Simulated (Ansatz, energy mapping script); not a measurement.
## Spin model of TiClO monolayer from collinear orders

How strongly do the moments of TiClO monolayer couple under PBEsol+U (2.1 eV)? The plan is to run several orders and fit a Heisenberg model.

Program: Ansatz 0.2.0. Level of theory: PBEsol with U = 2.1 eV on Ti d, ortho-atomic projectors; plane waves, U on orthogonalised atomic orbitals unless named otherwise, collinear spin, no spin–orbit coupling. Results are calculated unless marked as measured.

Most raw output is cut from this account.

## (1) The structure

The cell holds 6 atoms: 2 Ti, 2 Cl and 2 O. Its edges and angles: a = 3.380 Å, b = 3.790 Å, c = 20.139 Å, α = 90.0°, β = 90.0°, γ = 90.0°. It derives from TiClO. one layer cut from the bulk crystal, unrelaxed, 15 A of vacuum. Vacuum lies along c.

As a file:

```cif
data_structure
_symmetry_space_group_name_H-M 'P 1'
_symmetry_Int_Tables_number 1
_cell_length_a 3.3800
_cell_length_b 3.7900
_cell_length_c 20.1392
_cell_angle_alpha 90.000
_cell_angle_beta 90.000
_cell_angle_gamma 90.000
_cell_volume 257.99
loop_
_atom_site_label
_atom_site_type_symbol
_atom_site_fract_x
_atom_site_fract_y
_atom_site_fract_z
_atom_site_occupancy
Ti1 Ti 0.00000 0.50000 0.54864 1
Ti2 Ti 0.50000 0.00000 0.45136 1
Cl3 Cl 0.50000 0.50000 0.62759 1
O4 O 0.50000 0.50000 0.47408 1
O5 O 0.00000 0.00000 0.52592 1
Cl6 Cl 0.00000 0.00000 0.37241 1
```

The U corrects the self-interaction that lets semilocal functionals spread d and f electrons too far. Its value here is typed, not computed.

## (2) Which atoms carry moments

One run in the crystal's own cell, under PBEsol with U = 3.3 eV on Ti d, ortho-atomic projectors, shows which elements keep a moment. Transition or f elements with 0.3 μB or more enter the spin model; moments induced on other atoms do not.

The input, input.yaml:

```yaml
crystal:
  lattice:
    - [3.38, 0.0, 0.0]
    - [0.0, 3.79, 0.0]
    - [0.0, 0.0, 20.1392]
  atoms:
    - { symbol: Ti, position: [0.0, 0.5, 0.548644], spin: 1.0 }
    - { symbol: Ti, position: [0.5, 0.0, 0.451356], spin: 1.0 }
    - { symbol: Cl, position: [0.5, 0.5, 0.627592] }
    - { symbol: O, position: [0.5, 0.5, 0.474083] }
    - { symbol: O, position: [0.0, 0.0, 0.525917] }
    - { symbol: Cl, position: [0.0, 0.0, 0.372408] }
magnetization:
  spin_polarized: true
kpoints:
  mp_grid: { grid: [8, 7, 1] }
hamiltonian:
  xc: pbesol
  hubbard:
    sites: [{ species: Ti, l: d, u_eff: 3.3 }]
    projectors: ortho-atomic
scf:
  occupations: { method: fermi_dirac, width: 0.05 }
output:
  eigenvalues: true
```

On the command line:

```
$ ansatz run input.yaml --threads 4 --pin off --max-ram 8192MiB --backend cpu --events-out ev --progress --plain --runs-dir out
```

Run time: 61 s. Hardware: 4 threads of Arm Neoverse V1, shared host; peak memory 1.4 GiB; 3.9 min of CPU time.

Spin moment in the sphere by atom:

| atom | spin moment in the sphere (μB) |
| --- | --- |
| Ti1 | 0.679 |
| Ti2 | 0.679 |
| Cl3 | 0.002 |
| O4 | -0.020 |
| O5 | -0.020 |
| Cl6 | 0.002 |

The run ends ferromagnetic; Ti carries the moments.

## (3) One set of occupation matrices for all orders

A corrected shell can settle in several orbital fillings. One parallel run, with an occupation width a fifth wider than the orders use, therefore is to supply the occupation matrices. All orders start from them.

input.yaml: that of step 2 with these lines changed.

```diff
@@ -19,6 +19,6 @@
   hubbard:
-    sites: [{ species: Ti, l: d, u_eff: 3.3 }]
+    sites: [{ species: Ti, l: d, u_eff: 2.1 }]
     projectors: ortho-atomic
 scf:
-  occupations: { method: fermi_dirac, width: 0.05 }
+  occupations: { method: fermi_dirac, width: 0.048 }
 output:
```

Run time: 34 s. Hardware: 4 threads; peak memory 1.4 GiB.

This step gave:

| Item | Value |
| --- | --- |
| final state | ferromagnetic |
| electrons in the corrected shells | 2.458, 2.458 e |
| largest moment | 0.672 μB |

## (4) Run 1 (parallel; cell A, 6 atoms)

Each cell gets its own parallel run on the same mesh, so that most of the mesh error cancels in the differences.

input.yaml, the sections that differ from step 3:

```yaml
hamiltonian:
  xc: pbesol
  hubbard:
    sites:
      - { species: Ti, l: d, u_eff: 2.1 }
      - { site: 0, l: d, u_eff: 2.1, starting_ns: [{ spin: up, occupation_matrix: ti1_major }, { spin: down, occupation_matrix: ti1_minor }] }
      - { site: 1, l: d, u_eff: 2.1, starting_ns: [{ spin: up, occupation_matrix: ti2_major }, { spin: down, occupation_matrix: ti2_minor }] }
    projectors: ortho-atomic
    occupation_matrices:
      ti1_major:
        matrix:
          - [0.826, 0.0, 0.0, -0.295, 0.0]
          - [0.0, 0.216, 0.0, 0.0, 0.0]
          - [0.0, 0.0, 0.142, 0.0, 0.0]
          - [-0.295, 0.0, 0.0, 0.418, 0.0]
          - [0.0, 0.0, 0.0, 0.0, 0.127]
      ti1_minor:
        matrix:
          - [0.098, 0.0, 0.0, 0.066, 0.0]
          - [0.0, 0.197, 0.0, 0.0, 0.0]
          - [0.0, 0.0, 0.121, 0.0, 0.0]
          - [0.066, 0.0, 0.0, 0.2, 0.0]
          - [0.0, 0.0, 0.0, 0.0, 0.113]
      ti2_major:
        matrix:
          - [0.826, 0.0, 0.0, -0.295, 0.0]
          - [0.0, 0.216, 0.0, 0.0, 0.0]
          - [0.0, 0.0, 0.142, 0.0, 0.0]
          - [-0.295, 0.0, 0.0, 0.418, 0.0]
          - [0.0, 0.0, 0.0, 0.0, 0.127]
      ti2_minor:
        matrix:
          - [0.098, 0.0, 0.0, 0.066, 0.0]
          - [0.0, 0.197, 0.0, 0.0, 0.0]
          - [0.0, 0.0, 0.121, 0.0, 0.0]
          - [0.066, 0.0, 0.0, 0.2, 0.0]
          - [0.0, 0.0, 0.0, 0.0, 0.113]
scf:
  occupations: { method: fermi_dirac, width: 0.04 }
output:
  eigenvalues: true
  write_density: true
  write_potential: true
  elf: true
  volumetric_format: npy
# crystal, magnetization, kpoints: as in step 3
```

Elapsed: 10 s, on 4 threads; peak memory 0.9 GiB; 39 s of CPU time.

Spin moment in the sphere by atom:

| atom | spin moment in the sphere (μB) |
| --- | --- |
| Ti1 | 0.672 |
| Ti2 | 0.672 |
| Cl3 | 0.004 |
| O4 | -0.018 |
| O5 | -0.018 |
| Cl6 | 0.004 |

The run ends ferromagnetic.

Spin density in the ca plane at fractional y = 0.000, with atoms of Ti and O and Cl within 0.2 Å of it.

Ten even steps from '0' (-0.02 e/Å³) to '9' (0.77 e/Å³), each cell a mean:
```
00000000000000000000000000000000000000000000
00000000000000000000000021000000000000000000
00000000000000000000000164000000000000000000
00000000000000000000013597520000000000000000
00000000000000000000014899820000000000000000
00000000000000000000001285110000000000000000
00000000000000000000000142000000000000000000
00000000000000000000000010000000000000000000
00000000000000000000000000000000000000000000
```
Columns run along c (16.0 Å, from fractional 0.01 to 0.81 of the cell), rows up along a (3.4 Å). Atoms in or near the plane, at fractional coordinates: Ti at (0.45, 0.50), O at (0.53, 0.00), Cl at (0.37, 0.00).

ELF in the ca plane at fractional y = 0.000, with atoms of Ti and O and Cl within 0.2 Å of it. It is the smooth field of the valence electrons, not physical close to the nuclei.

Ten even steps from '0' (0.00) to '9' (0.90), each cell a mean:
```
00000000000136999679721487688400000000000000
00000000000025799998422268885100000000000000
00000000000002467873267314541000000000000000
00000000000000012323644641100000000000000000
00000000000000001124722751000000000000000000
00000000000000235542466522220000000000000000
00000000000013689996245136763000000000000000
00000000000136899889621388887300000000000000
00000000000136998358731586488410000000000000
```
Columns run along c (16.0 Å, from fractional 0.07 to 0.86 of the cell), rows up along a (3.4 Å). Atoms in or near the plane, at fractional coordinates: Ti at (0.45, 0.50), O at (0.53, 0.00), Cl at (0.37, 0.00).

## (5) Run 2 (compensated +−; cell A, 6 atoms)

This order reverses 4 of the 4 neighbours at 3.21 Å, 0 of the 2 neighbours at 3.38 Å and 0 of the 2 neighbours at 3.79 Å, counted for an average magnetic atom.

input.yaml: that of step 4 with these lines changed.

```diff
@@ -7,3 +7,3 @@
     - { symbol: Ti, position: [0.0, 0.5, 0.548644], spin: 1.0 }
-    - { symbol: Ti, position: [0.5, 0.0, 0.451356], spin: 1.0 }
+    - { symbol: Ti, position: [0.5, 0.0, 0.451356], spin: -1.0 }
     - { symbol: Cl, position: [0.5, 0.5, 0.627592] }
@@ -22,3 +22,3 @@
       - { site: 0, l: d, u_eff: 2.1, starting_ns: [{ spin: up, occupation_matrix: ti1_major }, { spin: down, occupation_matrix: ti1_minor }] }
-      - { site: 1, l: d, u_eff: 2.1, starting_ns: [{ spin: up, occupation_matrix: ti2_major }, { spin: down, occupation_matrix: ti2_minor }] }
+      - { site: 1, l: d, u_eff: 2.1, starting_ns: [{ spin: up, occupation_matrix: ti2_minor }, { spin: down, occupation_matrix: ti2_major }] }
     projectors: ortho-atomic
```

Run time: 16 s. Hardware: 4 threads; peak memory 0.81 GiB.

Spin moment in the sphere by atom:

| atom | spin moment in the sphere (μB) |
| --- | --- |
| Ti1 | 0.666 |
| Ti2 | -0.666 |
| Cl3 | 0.004 |
| O4 | 0.033 |
| O5 | -0.033 |
| Cl6 | -0.004 |

The run ends antiferromagnetic, 0.27 meV a magnetic atom below the parallel order of its cell.

Spin density in the ca plane at fractional y = 0.000, with atoms of Ti and O and Cl within 0.2 Å of it.

Values in e/Å³, 5 rows by 16 columns, each cell a mean:
```
 0.00  0.00  0.00  0.00  0.00 -0.01  0.00 -0.03 -0.04 -0.02  0.00  0.00  0.00  0.00  0.00  0.00
 0.00  0.00  0.00  0.00  0.00  0.00 -0.02 -0.22 -0.23 -0.02  0.00  0.00  0.00  0.00  0.00  0.00
 0.00  0.00  0.00  0.00  0.00  0.00 -0.04 -0.53 -0.55 -0.04  0.00  0.00  0.00  0.00  0.00  0.00
 0.00  0.00  0.00  0.00  0.00  0.00 -0.01 -0.14 -0.15 -0.01  0.00  0.00  0.00  0.00  0.00  0.00
 0.00  0.00  0.00  0.00  0.00 -0.01  0.00 -0.02 -0.02 -0.03  0.00  0.00  0.00  0.00  0.00  0.00
```
Columns run along c (16.0 Å, from fractional 0.07 to 0.86 of the cell), rows up along a (3.4 Å). Atoms in or near the plane, at fractional coordinates: Ti at (0.45, 0.50), O at (0.53, 0.00), Cl at (0.37, 0.00).

ELF in the ca plane at fractional y = 0.000, with atoms of Ti and O and Cl within 0.2 Å of it. It is the smooth field of the valence electrons, not physical close to the nuclei.

Ten even steps from '0' (0.00) to '9' (0.90), each cell a mean:
```
00000000000136999679721487688400000000000000
00000000000025799998422268885100000000000000
00000000000002467873267314541000000000000000
00000000000000012323644641100000000000000000
00000000000000001124722751000000000000000000
00000000000000235542466522220000000000000000
00000000000013689996245137763000000000000000
00000000000136899889621388887300000000000000
00000000000136998358731586488410000000000000
```
Columns run along c (16.0 Å, from fractional 0.07 to 0.86 of the cell), rows up along a (3.4 Å). Atoms in or near the plane, at fractional coordinates: Ti at (0.45, 0.50), O at (0.53, 0.00), Cl at (0.37, 0.00).

## (6) Parallel start in cell B (12 atoms)

The parallel order again, as the reference for this cell.

input.yaml: that of step 5 with these lines changed.

```diff
@@ -2,3 +2,3 @@
   lattice:
-    - [3.38, 0.0, 0.0]
+    - [6.76, 0.0, 0.0]
     - [0.0, 3.79, 0.0]
@@ -7,7 +7,13 @@
     - { symbol: Ti, position: [0.0, 0.5, 0.548644], spin: 1.0 }
-    - { symbol: Ti, position: [0.5, 0.0, 0.451356], spin: -1.0 }
-    - { symbol: Cl, position: [0.5, 0.5, 0.627592] }
-    - { symbol: O, position: [0.5, 0.5, 0.474083] }
+    - { symbol: Ti, position: [0.5, 0.5, 0.548644], spin: 1.0 }
+    - { symbol: Ti, position: [0.25, 0.0, 0.451356], spin: 1.0 }
+    - { symbol: Ti, position: [0.75, 0.0, 0.451356], spin: 1.0 }
+    - { symbol: Cl, position: [0.25, 0.5, 0.627592] }
+    - { symbol: Cl, position: [0.75, 0.5, 0.627592] }
+    - { symbol: O, position: [0.25, 0.5, 0.474083] }
+    - { symbol: O, position: [0.75, 0.5, 0.474083] }
     - { symbol: O, position: [0.0, 0.0, 0.525917] }
+    - { symbol: O, position: [0.5, 0.0, 0.525917] }
     - { symbol: Cl, position: [0.0, 0.0, 0.372408] }
+    - { symbol: Cl, position: [0.5, 0.0, 0.372408] }
 magnetization:
@@ -15,3 +21,3 @@
 kpoints:
-  mp_grid: { grid: [8, 7, 1] }
+  mp_grid: { grid: [4, 7, 1] }
 hamiltonian:
@@ -22,3 +28,5 @@
       - { site: 0, l: d, u_eff: 2.1, starting_ns: [{ spin: up, occupation_matrix: ti1_major }, { spin: down, occupation_matrix: ti1_minor }] }
-      - { site: 1, l: d, u_eff: 2.1, starting_ns: [{ spin: up, occupation_matrix: ti2_minor }, { spin: down, occupation_matrix: ti2_major }] }
+      - { site: 1, l: d, u_eff: 2.1, starting_ns: [{ spin: up, occupation_matrix: ti1_major }, { spin: down, occupation_matrix: ti1_minor }] }
+      - { site: 2, l: d, u_eff: 2.1, starting_ns: [{ spin: up, occupation_matrix: ti2_major }, { spin: down, occupation_matrix: ti2_minor }] }
+      - { site: 3, l: d, u_eff: 2.1, starting_ns: [{ spin: up, occupation_matrix: ti2_major }, { spin: down, occupation_matrix: ti2_minor }] }
     projectors: ortho-atomic
@@ -57,5 +65 @@
   eigenvalues: true
-  write_density: true
-  write_potential: true
-  elf: true
-  volumetric_format: npy
```

Run time: 21 s. Hardware: 4 threads; peak memory 1.6 GiB; 77 s of CPU time.

The run ends ferromagnetic. For each magnetic atom its energy differs from the parallel run of the first cell by 0.00 meV, an error that one common reference would have brought in.

## (7) Order 4: compensated +−+−, cell B of 12 atoms

This order reverses 2 of the 4 neighbours at 3.21 Å, 2 of the 2 neighbours at 3.38 Å and 0 of the 2 neighbours at 3.79 Å, counted for an average magnetic atom.

input.yaml: that of step 6 with these lines changed.

```diff
@@ -7,5 +7,5 @@
     - { symbol: Ti, position: [0.0, 0.5, 0.548644], spin: 1.0 }
-    - { symbol: Ti, position: [0.5, 0.5, 0.548644], spin: 1.0 }
+    - { symbol: Ti, position: [0.5, 0.5, 0.548644], spin: -1.0 }
     - { symbol: Ti, position: [0.25, 0.0, 0.451356], spin: 1.0 }
-    - { symbol: Ti, position: [0.75, 0.0, 0.451356], spin: 1.0 }
+    - { symbol: Ti, position: [0.75, 0.0, 0.451356], spin: -1.0 }
     - { symbol: Cl, position: [0.25, 0.5, 0.627592] }
@@ -28,5 +28,5 @@
       - { site: 0, l: d, u_eff: 2.1, starting_ns: [{ spin: up, occupation_matrix: ti1_major }, { spin: down, occupation_matrix: ti1_minor }] }
-      - { site: 1, l: d, u_eff: 2.1, starting_ns: [{ spin: up, occupation_matrix: ti1_major }, { spin: down, occupation_matrix: ti1_minor }] }
+      - { site: 1, l: d, u_eff: 2.1, starting_ns: [{ spin: up, occupation_matrix: ti1_minor }, { spin: down, occupation_matrix: ti1_major }] }
       - { site: 2, l: d, u_eff: 2.1, starting_ns: [{ spin: up, occupation_matrix: ti2_major }, { spin: down, occupation_matrix: ti2_minor }] }
-      - { site: 3, l: d, u_eff: 2.1, starting_ns: [{ spin: up, occupation_matrix: ti2_major }, { spin: down, occupation_matrix: ti2_minor }] }
+      - { site: 3, l: d, u_eff: 2.1, starting_ns: [{ spin: up, occupation_matrix: ti2_minor }, { spin: down, occupation_matrix: ti2_major }] }
     projectors: ortho-atomic
```

Wall time 13 s (4 threads); peak memory 1.6 GiB.

The run ends antiferromagnetic, 33.63 meV a magnetic atom below the parallel order of its cell.

## (8) Order 5: uncompensated +++−, cell B of 12 atoms

This order reverses 2 of the 4 neighbours at 3.21 Å, 1 of the 2 neighbours at 3.38 Å and 0 of the 2 neighbours at 3.79 Å, counted for an average magnetic atom.

input.yaml: that of step 7 with these lines changed.

```diff
@@ -7,3 +7,3 @@
     - { symbol: Ti, position: [0.0, 0.5, 0.548644], spin: 1.0 }
-    - { symbol: Ti, position: [0.5, 0.5, 0.548644], spin: -1.0 }
+    - { symbol: Ti, position: [0.5, 0.5, 0.548644], spin: 1.0 }
     - { symbol: Ti, position: [0.25, 0.0, 0.451356], spin: 1.0 }
@@ -28,3 +28,3 @@
       - { site: 0, l: d, u_eff: 2.1, starting_ns: [{ spin: up, occupation_matrix: ti1_major }, { spin: down, occupation_matrix: ti1_minor }] }
-      - { site: 1, l: d, u_eff: 2.1, starting_ns: [{ spin: up, occupation_matrix: ti1_minor }, { spin: down, occupation_matrix: ti1_major }] }
+      - { site: 1, l: d, u_eff: 2.1, starting_ns: [{ spin: up, occupation_matrix: ti1_major }, { spin: down, occupation_matrix: ti1_minor }] }
       - { site: 2, l: d, u_eff: 2.1, starting_ns: [{ spin: up, occupation_matrix: ti2_major }, { spin: down, occupation_matrix: ti2_minor }] }
```

Elapsed: 33 s, on 4 threads; peak memory 1.5 GiB.

The run ends ferrimagnetic, 16.97 meV a magnetic atom below the parallel order of its cell.

## (9) Parallel start in cell C (12 atoms)

This run holds the same structure in another cell (a 6.760 → 3.380 Å, b 3.790 → 7.580 Å).

input.yaml: that of step 8 with these lines changed.

```diff
@@ -2,18 +2,18 @@
   lattice:
-    - [6.76, 0.0, 0.0]
-    - [0.0, 3.79, 0.0]
+    - [3.38, 0.0, 0.0]
+    - [0.0, 7.58, 0.0]
     - [0.0, 0.0, 20.1392]
   atoms:
-    - { symbol: Ti, position: [0.0, 0.5, 0.548644], spin: 1.0 }
-    - { symbol: Ti, position: [0.5, 0.5, 0.548644], spin: 1.0 }
-    - { symbol: Ti, position: [0.25, 0.0, 0.451356], spin: 1.0 }
-    - { symbol: Ti, position: [0.75, 0.0, 0.451356], spin: -1.0 }
-    - { symbol: Cl, position: [0.25, 0.5, 0.627592] }
-    - { symbol: Cl, position: [0.75, 0.5, 0.627592] }
-    - { symbol: O, position: [0.25, 0.5, 0.474083] }
-    - { symbol: O, position: [0.75, 0.5, 0.474083] }
+    - { symbol: Ti, position: [0.0, 0.25, 0.548644], spin: 1.0 }
+    - { symbol: Ti, position: [0.0, 0.75, 0.548644], spin: 1.0 }
+    - { symbol: Ti, position: [0.5, 0.0, 0.451356], spin: 1.0 }
+    - { symbol: Ti, position: [0.5, 0.5, 0.451356], spin: 1.0 }
+    - { symbol: Cl, position: [0.5, 0.25, 0.627592] }
+    - { symbol: Cl, position: [0.5, 0.75, 0.627592] }
+    - { symbol: O, position: [0.5, 0.25, 0.474083] }
+    - { symbol: O, position: [0.5, 0.75, 0.474083] }
     - { symbol: O, position: [0.0, 0.0, 0.525917] }
-    - { symbol: O, position: [0.5, 0.0, 0.525917] }
+    - { symbol: O, position: [0.0, 0.5, 0.525917] }
     - { symbol: Cl, position: [0.0, 0.0, 0.372408] }
-    - { symbol: Cl, position: [0.5, 0.0, 0.372408] }
+    - { symbol: Cl, position: [0.0, 0.5, 0.372408] }
 magnetization:
@@ -21,3 +21,3 @@
 kpoints:
-  mp_grid: { grid: [4, 7, 1] }
+  mp_grid: { grid: [8, 4, 1] }
 hamiltonian:
@@ -30,3 +30,3 @@
       - { site: 2, l: d, u_eff: 2.1, starting_ns: [{ spin: up, occupation_matrix: ti2_major }, { spin: down, occupation_matrix: ti2_minor }] }
-      - { site: 3, l: d, u_eff: 2.1, starting_ns: [{ spin: up, occupation_matrix: ti2_minor }, { spin: down, occupation_matrix: ti2_major }] }
+      - { site: 3, l: d, u_eff: 2.1, starting_ns: [{ spin: up, occupation_matrix: ti2_major }, { spin: down, occupation_matrix: ti2_minor }] }
     projectors: ortho-atomic
```

Elapsed: 23 s, on 4 threads; peak memory 1.8 GiB.

The run ends ferromagnetic. For each magnetic atom its energy differs from the parallel run of the first cell by 0.02 meV, an error that one common reference would have brought in.

[end of part 1 of 2]

[Logs and program files are shortened in this print: banners, set-up blocks, solver, clock and traceback lines can be left out without a mark of their own.]

[Logs are printed without paths, hosts, clocks, repeated set-up lines and the standing remarks that a program may print on its own settings, such as how far it seeks lower states.]

[Hosts, paths, dates, database ids (printed as entryN), source tags and the programs' standing remarks are cut or masked in the printed files.]

[Where a cell is said to come from a database of computed structures, the database is the Materials Project.]
